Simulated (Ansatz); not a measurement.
# WS2 (Tungstenite): band gap by G0W0 on PBE, part 2 of 2

Aim: the quasiparticle gap of WS2 (Tungstenite), starting from PBE.

Ansatz 0.2.0; PBE, then G0W0 on it, plane waves, PAW. Known limits of the many-body steps: finite bands, screening cutoff and k mesh; no spin-orbit coupling in G0W0.

So far. Step 2 (Bands along the symmetry lines): Over mesh and path the gap is 1.046 eV, from k = Γ to k = (0.167, 0.167, 0.000). The least direct gap found is 1.739 eV, at k = (0.333, 0.333, 0.000).

The database entry behind the starting cell differs from later determinations by our own check (an axis about 1.4 % long against later determinations), so it need not match the best structure at ambient conditions.

In doubt: masses and optical values from hybrid runs of this build are listed as unsure (in some of the runs), which bears on the screening that GW takes from such a start.

## (3) The quasiparticle correction

G0W0 replaces the xc potential by a self-energy built once from the orbitals of the start. Levels are corrected in the window of bands that the input names, at points of the mesh.

This step: G0W0 on PBE, plane waves, PAW.

Input file input.yaml:

```yaml
crystal:
  lattice:
    - [3.18, 0.0, 0.0]
    - [-1.59, 2.753960784, 0.0]
    - [0.0, 0.0, 12.5]
  atoms:
    - { symbol: W, position: [0.3333333333, 0.6666666667, 0.25] }
    - { symbol: W, position: [0.6666666667, 0.3333333333, 0.75] }
    - { symbol: S, position: [0.3333333333, 0.6666666667, 0.625] }
    - { symbol: S, position: [0.6666666667, 0.3333333333, 0.125] }
    - { symbol: S, position: [0.3333333333, 0.6666666667, 0.875] }
    - { symbol: S, position: [0.6666666667, 0.3333333333, 0.375] }
kpoints:
  mp_grid: { grid: [6, 6, 2] }
hamiltonian:
  xc: pbe
scf:
  occupations: { method: fixed }
gw:
  n_empty_bands: 703
  ecut_chi: 200.0
  qp_bands: [v2, c2]
  qp_kpoints: band_edges
  screening: { model: contour_deformation }
```

On the command line:

```bash
> ansatz run input.yaml --threads 3 --pin off --max-ram 64512MiB --backend cuda --events-out ev --progress --plain --runs-dir out --devices 1 --max-vram 24GiB  # rebuilt from the run's record
```

Numbers of over 12 decimals in the logs are rounded to 6 here.

What it wrote:

```text
GPUs: using 1 of 1 available (devices: 1).
[...]
GPU FFT provider: cuFFT
GPU libraries: cuBLAS 13.8.2, cuFFT 12.4.0, cuSOLVER 12.3.4
Crystal: 6 atoms, lattice volume = 109.470 Å³
Basis set: ecut = 420 eV, 2129 PW (Γ)
Bands: 32, of which v1, the nominal top of the filled ones, is band 26 counted from 1 (25 counted from 0)
Symmetry: 24 space group operations
[...]
k-points: 14 of 72
[...]
GPU buffer pool allocated for 51840 grid points (all kernels)
[...]
SCF iter   1: F=—  HF=-24382.787099 eV  |F-HF|=—  |Δ(HF+E_count)|=         —  Δρ=5.12e-3  dr2=1.66e-2  ethr=1.77e-3  ⟨swp⟩=5.0  Hψ=1822  notcnv=0  defer=33
[...]
SCF iter   6: F=-24382.796141 eV  HF=-24382.796141 eV  |F-HF|=1.17e-8  |Δ(HF+E_count)|=   6.12e-8  Δρ=4.36e-6  dr2=2.76e-8  ethr=1.92e-10  ⟨swp⟩=5.3  Hψ=1391  notcnv=0
SCF 1 converged in 6 iterations: F = -24382.796141 eV  dr2 = 2.76e-8
[...]
NSCF: frozen V_eff on 14 k-points, pencils in batches of 32, up to order 128
the band table was solved once the SCF had ended and its energy, with any forces and stress, was formed, with the checks that follow a solve (1825 applications of the Hamiltonian). They found nothing against the state; the energy, forces and stress were not computed again (output.eigenvalues in the input reference)
[...]
NSCF: frozen V_eff on 14 k-points
G₀W₀ screening: q 1/14
[... further progress lines ...]
SCF converged after 6 iterations
Free energy (F): -24382.796141 eV
[...]
Internal energy: -24382.796141 eV  (E = F + TS)
E sigma→0 (E₀):  -24382.796141 eV
Fermi energy:    11.265030 eV
[...]
--- Band table (eV; the first three rows and the last of 14) ---
  k-point 0: bands = [... 22 lower, 8.9990, 9.6943, 10.1732, 11.2650, 13.5108, 13.5108, 13.5186, 13.5186, ... 2 higher]
  k-point 1: bands = [... 22 lower, 8.9778, 8.9778, 10.9613, 10.9613, 13.5077, 13.5077, 13.5077, 13.5077, ... 2 higher]
  k-point 2: bands = [... 22 lower, 8.9492, 9.7774, 10.0915, 10.4572, 12.8394, 13.2618, 13.3693, 13.4536, ... 2 higher]
  k-point 13: bands = [... 22 lower, 8.2312, 8.2312, 10.6075, 10.6075, 12.4366, 12.4366, 13.9183, 13.9183, ... 2 higher]
--- G₀W₀: contour deformation, 7 samples at zero and on the imaginary axis and 1 off it, 72 q-points, 703 empty bands' worth ---
  eigenvalues of the whole cell's RPA ε∞ on this k-mesh (on a slab, of 1 + 4πα/V) = 5.4053, 13.9503, 13.9503; static W/v taken at q = 0 is 0.073092
  bands read: the sum over 729 bands ends inside a degenerate multiplet in 7 slots, whose members it reads at an even weight; the widest, k=1: bands 729 to 730 (counted from 1) at 1/2 each
  gw.qp_kpoints: band_edges: 10 of 14 stored k-points solved, in 1 pass; an edge of the gap read off the rows below is read off those points alone
    valence top: of the k-points left out ik 6 came nearest to being solved in a further pass, in band 26 (counted from 1, as in the quasiparticle table): it holds the edge there only if its correction is more favourable than any solved in that band by at least 1.504 eV; those differ by 0.050 eV
    conduction bottom: of the k-points left out ik 4 came nearest to being solved in a further pass, in band 27 (counted from 1, as in the quasiparticle table): it holds the edge there only if its correction is more favourable than any solved in that band by at least 0.638 eV; those differ by 0.142 eV
    ik  band        ε_KS         Σx   Σc(E_QP)       V_xc       Z   E_QP_lin       E_QP  E_QP is
     0    25     10.1732   -18.1777     0.8097   -16.9538  0.7475     9.7560     9.7590  root
     0    26     11.2650   -19.4389     0.3075   -18.7641  0.7514    10.8964    10.8978  root
     0    27     13.5108   -13.7160    -4.4555   -18.3592  0.7544    13.6990    13.6984  root
     0    28     13.5108   -13.7160    -4.4555   -18.3592  0.7544    13.6990    13.6984  root
     1    25     10.9613   -19.1266     0.5571   -18.1682  0.7519    10.5581    10.5600  root
     1    26     10.9613   -19.1266     0.5571   -18.1682  0.7519    10.5581    10.5600  root
     1    27     13.5077   -13.6700    -4.4440   -18.2965  0.7541    13.6907    13.6901  root
     1    28     13.5077   -13.6700    -4.4440   -18.2965  0.7541    13.6907    13.6901  root
     2    25     10.0915   -18.8161     0.9120   -17.5025  0.7462     9.6871     9.6899  root
     2    26     10.4572   -19.1470     0.7225   -18.0356  0.7496    10.0661    10.0683  root
     2    27     12.8394   -13.1925    -4.1225   -17.3746  0.7557    12.8990    12.8990  root
     2    28     13.2618   -14.0692    -4.2053   -18.3794  0.7457    13.3668    13.3665  root
     3    25     10.3907   -19.1675     0.8299   -17.9335  0.7492     9.9841     9.9866  root
     3    26     10.3907   -19.1675     0.8299   -17.9335  0.7492     9.9841     9.9866  root
     3    27     13.1039   -13.5763    -4.2584   -17.9252  0.7527    13.1945    13.1943  root
     3    28     13.1039   -13.5763    -4.2584   -17.9252  0.7527    13.1945    13.1943  root
     8    25      9.7392   -19.4646     1.1100   -17.9520  0.7433     9.3335     9.3367  root
     8    26      9.7747   -19.5100     1.0854   -18.0318  0.7428     9.3788     9.3818  root
     8    27     12.3123   -12.9251    -3.9186   -16.8894  0.7630    12.3580    12.3580  root
     8    28     13.0540   -14.1664    -4.3598   -18.6512  0.7491    13.1793    13.1791  root
     9    25      9.7611   -19.4943     1.0957   -18.0005  0.7432     9.3599     9.3631  root
     9    26      9.7611   -19.4943     1.0957   -18.0005  0.7432     9.3599     9.3631  root
     9    27     12.6634   -13.4760    -4.1092   -17.6688  0.7585    12.7471    12.7469  root
     9    28     12.6634   -13.4760    -4.1092   -17.6688  0.7585    12.7471    12.7469  root
    10    25      9.9271   -18.6881     0.9515   -17.3110  0.7507     9.4984     9.5015  root
    10    26     10.0722   -19.0950     0.8738   -17.8138  0.7507     9.6622     9.6648  root
    10    27     12.9499   -14.5068    -4.2464   -18.8323  0.7504    13.0291    13.0289  root
    10    28     13.3877   -15.8527    -4.4875   -20.4487  0.7369    13.4965    13.4963  root
    11    25     10.0090   -18.9303     0.9146   -17.5996  0.7507     9.5901     9.5929  root
    11    26     10.0090   -18.9303     0.9146   -17.5996  0.7507     9.5901     9.5929  root
    11    27     13.1543   -14.9147    -4.3337   -19.3378  0.7462    13.2439    13.2437  root
    11    28     13.1543   -14.9147    -4.3337   -19.3378  0.7462    13.2439    13.2437  root
    12    25     10.5317   -18.7023     0.4084   -17.9114  0.7551    10.1475    10.1493  root
    12    26     10.6990   -19.1380     0.3281   -18.4434  0.7548    10.3309    10.3325  root
    12    27     12.4363   -15.7041    -4.0139   -19.8261  0.7523    12.5445    12.5443  root
    12    28     12.4363   -15.7041    -4.0139   -19.8261  0.7523    12.5445    12.5443  root
    13    25     10.6075   -18.8759     0.3664   -18.1348  0.7551    10.2311    10.2328  root
    13    26     10.6075   -18.8759     0.3664   -18.1348  0.7551    10.2311    10.2328  root
    13    27     12.4366   -15.7105    -4.0139   -19.8326  0.7522    12.5449    12.5447  root
    13    28     12.4366   -15.7105    -4.0139   -19.8326  0.7522    12.5449    12.5447  root
```

Wall time 40 s (1 × NVIDIA H100 80GB HBM3 (shared by 3 runs) with 3 threads of AMD EPYC 7R13 (Zen 3), shared host); peak memory 2.6 GiB; 68 s of CPU time.

This step gave:

```yaml
bands_summed: 729
rpa_eps_infinity_on_this_mesh_eigenvalues: 5.405, 13.95, 13.95
plane_waves_in_the_screening_matrix: 713
q_points_in_the_mesh: 72
g0w0_gap_over_the_corrected_points: 1.460 eV
k_of_the_valence_top: 0, 0, 0
k_of_the_conduction_bottom: 0.1667, 0.1667, 0
starting_gap_on_the_mesh: 1.047 eV
z_at_the_valence_top: 0.7514
z_at_the_conduction_bottom: 0.7630
least_direct_g0w0_gap_over_the_corrected_points: 2.212 eV
```

Over 10 of 14 irreducible mesh points the G0W0 gap is 1.460 eV, from k = Γ to k = (0.167, 0.167, 0.000). The PBE gap of this run on the mesh is 1.047 eV. The two states that bound the G0W0 gap lie that far apart at the start, so the correction of the gap is 1.460 − 1.047 = +0.413 eV. The start of this run differs from the step before in mesh (12×12×2 and 6×6×2).

Labels follow the order of the start: v1 is the top filled band, c1 the lowest empty one; levels that stay degenerate share a row, the window can cut a multiplet, doubted levels are not marked in this list, bands outside the window were not corrected, and the list may be a part of the corrected levels. The levels before and after the correction (eV, zero at the valence-band top of each column):

```tsv
	conduction bottom	valence top
Kohn-Sham	1.05	0.00
G0W0	1.46	0.00
```

```tsv
	level	occupation	energy (eV)
Kohn-Sham	Γ v2	2	-1.092
Kohn-Sham	Γ v1	2	0.000
Kohn-Sham	Γ c1-c2	0	2.246
Kohn-Sham	(0.167 0.167 0) v2	2	-1.526
Kohn-Sham	(0.167 0.167 0) v1	2	-1.490
Kohn-Sham	(0.167 0.167 0) c1	0	1.047
Kohn-Sham	(0.167 0.167 0) c2	0	1.789
G0W0	Γ v2	2	-1.139
G0W0	Γ v1	2	0.000
G0W0	Γ c1-c2	0	2.801
G0W0	(0.167 0.167 0) v2	2	-1.561
G0W0	(0.167 0.167 0) v1	2	-1.516
G0W0	(0.167 0.167 0) c1	0	1.460
G0W0	(0.167 0.167 0) c2	0	2.281
```

The parts of the quasiparticle energy for the two states that bound the G0W0 gap, in eV on the run's own scale (QP = start + Σx + Σc − Vxc, with Σc at the quasiparticle energy):

```tsv
edge	k	band	start	Σx	Σc	Vxc	Z	QP
valence top	Γ	26	11.265	−19.439	0.307	−18.764	0.751	10.898
conduction bottom	(0.167, 0.167, 0.000)	27	12.312	−12.925	−3.919	−16.889	0.763	12.358
```

## (4) Spin-orbit coupling

This run has two-component orbitals with spin-orbit coupling.

This step: DFT, PBE with spin-orbit coupling, plane waves, PAW.

input.yaml, the sections that differ from step 3:

```yaml
kpoints:
  mp_grid: { grid: [12, 12, 2] }
  band_path:
    path:
      - [0.0, 0.0, 0.0]
      - [0.5, 0.0, 0.0]
      - [0.3333333333, 0.3333333333, 0.0]
      - [0.0, 0.0, 0.5]
      - [0.5, 0.0, 0.5]
      - [0.3333333333, 0.3333333333, 0.5]
      - [0.1666666667, 0.1666666667, 0.0]
    npoints: 1
scf:
  occupations: { method: fermi_dirac, width: 0.02 }
  n_extra_bands: 12
magnetization:
  noncollinear: true
  spin_orbit: true
output:
  forces: true
  stress: true
  eigenvalues: true
# crystal, hamiltonian: as in step 3
# gw: removed
```

What it wrote:

```text
[...]
GPUs: using 1 of 1 available (devices: 1).
[...]
non-collinear run that drives no moment, with spin-orbit: no starting moment large enough to seed its density (crystal.atoms[].spin), no starting occupations that ask for one, no magnetisation constraint and no magnetic field, so the semilocal B_xc is pinned to zero
[...]
GPU FFT provider: cuFFT
GPU libraries: cuBLAS 13.8.2, cuFFT 12.4.0, cuSOLVER 12.3.4
Crystal: 6 atoms, lattice volume = 109.470 Å³
Basis set: ecut = 420 eV, 2129 PW (Γ), exchange–correlation on 48×48×180 points (8 copies of the dense FFT grid, shifted against one another)
Bands: 64, of which v1, the nominal top of the filled ones, is band 52 counted from 1 (51 counted from 0)
Symmetry: 24 space group operations + 24 with time reversal
[...]
k-points: 38 of 288
Projection manifold: j_resolved (fully-relativistic pseudo-atomic orbitals)
[...]
GPU buffer pool allocated for 51840 grid points (all kernels)
[...]
SCF iter   1: F=—  HF=-24432.774339 eV  |F-HF|=—  |Δ(HF+E_count)|=         —  Δρ=4.07e-2  dr2=2.75e0  dr2_m=0.00e0 (ungated)  ethr=3.10e-3  |M|=0.00e0 ∫|m|=0.00e0 μB  |m|>n=0.0e0 m-floor=0.0e0 τ_xc=0.0e0  β_m=0.30  ⟨swp⟩=6.2  Hψ=5880  notcnv=0
[...]
spin=Noncollinear: Resta preconditioning applied to the charge; magnetization (m_x, m_y, m_z) channels mix plain (no charge-response kernel on spin).
[...]
Absolute magnetization: 0.0000 μB (∫|m|)
  site 0: m = (+0.0000, +0.0000, +0.0000) μB, |m| = 0.0000 μB  (R = 0.99 Å)
  site 1: m = (+0.0000, +0.0000, +0.0000) μB, |m| = 0.0000 μB  (R = 0.99 Å)
  site 2: m = (+0.0000, +0.0000, +0.0000) μB, |m| = 0.0000 μB  (R = 0.99 Å)
  site 3: m = (+0.0000, +0.0000, +0.0000) μB, |m| = 0.0000 μB  (R = 0.99 Å)
  site 4: m = (+0.0000, +0.0000, +0.0000) μB, |m| = 0.0000 μB  (R = 0.99 Å)
  site 5: m = (+0.0000, +0.0000, +0.0000) μB, |m| = 0.0000 μB  (R = 0.99 Å)
Free energy (F): -24432.011984 eV
[...]
Internal energy: -24432.011984 eV  (E = F + TS)
E sigma→0 (E₀):  -24432.011984 eV
Fermi energy:    11.765616 eV
[...]
--- Forces (eV/Å), atoms counted from 1 ---
  atom   1  W      0.00000000     0.00000000    -0.00000000
  atom   2  W      0.00000000    -0.00000000     0.00000000
  atom   3  S      0.00000000     0.00000000    -0.12644858
  atom   4  S     -0.00000000    -0.00000000    -0.12644858
  atom   5  S      0.00000000     0.00000000     0.12644858
  atom   6  S     -0.00000000    -0.00000000     0.12644858
  max |Σ_I F_I| component: 5.78e-19 eV/Å
--- Stress (GPa, compression-positive) ---
        1.592639       0.000000       0.000000
        0.000000       1.592639       0.000000
        0.000000       0.000000       3.470613
  P = ⅓ Tr σ = 2.2186 GPa (22.186 kbar)
--- Band table (eV; the first three rows and the last of 38) ---
  k-point 0: bands = [... 48 lower, 10.2112, 10.2112, 11.2854, 11.2854, 13.4316, 13.4316, 13.4358, 13.4358, ... 8 higher]
  k-point 1: bands = [... 48 lower, 10.9816, 10.9816, 10.9816, 10.9816, 13.4376, 13.4376, 13.4376, 13.4376, ... 8 higher]
  k-point 2: bands = [... 48 lower, 10.2099, 10.2099, 11.0676, 11.0676, 13.2910, 13.2910, 13.3390, 13.3390, ... 8 higher]
  k-point 37: bands = [... 48 lower, 10.4026, 10.4026, 10.8283, 10.8283, 12.4035, 12.4035, 12.4325, 12.4325, ... 8 higher]
[key lines of the parts left out:]
SCF converged after 9 iterations
Magnetization: |M| = 0.0000 μB,  M = (+0.0000, +0.0000, +0.0000) μB
```

Run time: 5.5 s. Hardware: 1 × NVIDIA H100 80GB HBM3 (shared by 3 runs) with 3 threads; peak memory 1 GiB.

Numbers from this step:

| Quantity | Value |
| --- | --- |
| pressure | 2.219 GPa |
| gap | 0.9964 eV |
| valence top at | Γ |
| conduction bottom at | k = (0.167, 0.167, 0.000) |
| least direct gap | 1.545 eV |

Over mesh and listed points the gap is 0.996 eV, from k = Γ to k = (0.167, 0.167, 0.000). The least direct gap found is 1.545 eV, at k = (0.333, 0.333, 0.000). PBE+SOC against PBE: 0.996 − 1.046 = −0.050 eV, with the same mesh, set of files (read in its fully relativistic form for the spin-orbit run) and cutoff, and both edges at the same k points. The spin-orbit run sees mesh and listed points alone, so its gap is an upper bound: the coupling can move an edge off these points, and the change over the zone, its sign included where it is small, is not known.

## (5) Side by side

Each gap is the least one over the points named; times are wall times on shared hosts, not benchmarks. A G0W0 time includes the run's own self-consistent start. Runs with listed points see these and the mesh alone, so an edge that moves elsewhere is missed. Rows marked * are further runs, not shown as steps, whose inputs differ from the G0W0 step on the same start in the columns given; solver thresholds can differ too.

```tsv
level	mesh	files, cutoff	bands summed, screening	points	gap (eV)	valence top	conduction bottom	least direct gap (eV)	time
PBE	12×12×2	soft_2 PAW, 420 eV	-	mesh and path	1.046	Γ	(0.167, 0.167, 0.000)	1.739	4.4 s
PBE+SOC	12×12×2	soft_2 PAW, 420 eV	-	mesh and listed points	0.996	Γ	(0.167, 0.167, 0.000)	1.545	5.5 s
G0W0@PBE*	6×6×2	soft_2 PAW, 420 eV	274, 100 eV	10 of 14 irreducible mesh points	1.408	Γ	(0.167, 0.167, 0.000)	2.214	10 s
G0W0@PBE	6×6×2	soft_2 PAW, 420 eV	729, 200 eV	10 of 14 irreducible mesh points	1.460	Γ	(0.167, 0.167, 0.000)	2.212	40 s
G0W0@PBE*	6×6×2	soft_2 PAW, 420 eV	729, 200 eV, plasmon pole	10 of 14 irreducible mesh points	1.467	Γ	(0.167, 0.167, 0.000)	2.270	42 s
```

## (6) Summary of results

| Item | Value |
| --- | --- |
| PBE gap over mesh and path | 1.046 eV, from k = Γ to k = (0.167, 0.167, 0.000) |
| G0W0@PBE gap over 10 of 14 irreducible mesh points | 1.460 eV, from k = Γ to k = (0.167, 0.167, 0.000) |
| PBE+SOC gap over mesh and listed points | 0.996 eV |
| GW settings | 6×6×2 mesh, 703 empty bands, screening to 200 eV |
| known limits | finite bands, screening cutoff and k mesh; no spin-orbit coupling in G0W0 |

**Reading.** Over 10 of 14 irreducible mesh points the G0W0 gap is 1.460 eV, from k = Γ to k = (0.167, 0.167, 0.000). The PBE gap of this run on the mesh is 1.047 eV. The two states that bound the G0W0 gap lie that far apart at the start, so the correction of the gap is 1.460 − 1.047 = +0.413 eV. The valence state moves by 10.898 − 11.265 = −0.367 eV and the conduction state by 12.358 − 12.312 = +0.046 eV, on the run's own scale; with 274 bands the edge states move by −0.067 and +0.294 eV, so the split between the edges depends on the bands and cutoff. Both edges that PBE shows over mesh and path lie at k points where levels were corrected. Levels at other points were not corrected, so a lower G0W0 gap elsewhere in the zone is not ruled out. From 274 bands and 100 eV to 729 bands and 200 eV the gap moves by 1.460 − 1.408 = +0.052 eV; bands and screening cutoff rise together, so their parts are not told apart. Two runs can't test a law of convergence, so the limit is not known. With the plasmon pole model in place of the contour deformation model and all else as in the G0W0@PBE row with 729 bands, the gap differs by 1.467 − 1.460 = +0.007 eV. G0W0 on other starts in this series, not shown as steps and not all at these settings: 1.530 eV on r2SCAN (6×6×2, soft_2 PAW, 729 bands, 200 eV) and 1.669 eV on HSE06 (6×6×2, soft_2 PAW, 729 bands, 200 eV). PBE+SOC against PBE: 0.996 − 1.046 = −0.050 eV, with the same mesh, set of files (read in its fully relativistic form for the spin-orbit run) and cutoff, and both edges at the same k points. The spin-orbit run sees mesh and listed points alone, so its gap is an upper bound: the coupling can move an edge off these points, and the change over the zone, its sign included where it is small, is not known. What spin-orbit coupling does to the G0W0 levels was not computed, so no sum with the G0W0 gap is formed. The G0W0 runs are scalar-relativistic. No pair of G0W0 runs that differ in the mesh alone is shown (6×6×2 is a supercell whose nearest images lie 19 Å apart), so the error from the mesh is not known here. G0W0 is shown with one set of atomic data (soft_2 PAW), so the error from the files is not known here.

[Paths, hosts, dates, memory and timing lines, banners, echoed tables and standing remarks are left out of the program output.]

[Logs are printed without paths, hosts, clocks, repeated set-up lines and the standing remarks that a program may print on its own settings, such as how far it seeks lower states.]

[Runs of the session that timed out or met a known fault of the program may be left out.]

[Cells called generated may have been cut or substituted from an entry of the Crystallography Open Database or the Materials Project.]

[Hosts, paths, dates, database ids (printed as entryN), source tags and the programs' standing remarks are cut or masked in the printed files.]

[Where an RPA ε∞ is given, it is that of the G0W0 mesh and is not shown converged in it. Names of k-points follow the symmetry that the program found, which can be lower than the space group named. Band edges on a path are those of the sampled points; other points can move an edge, and change direct to indirect where valleys lie close.]

[Hybrid gaps are those of their k-mesh and are not shown converged in it.]
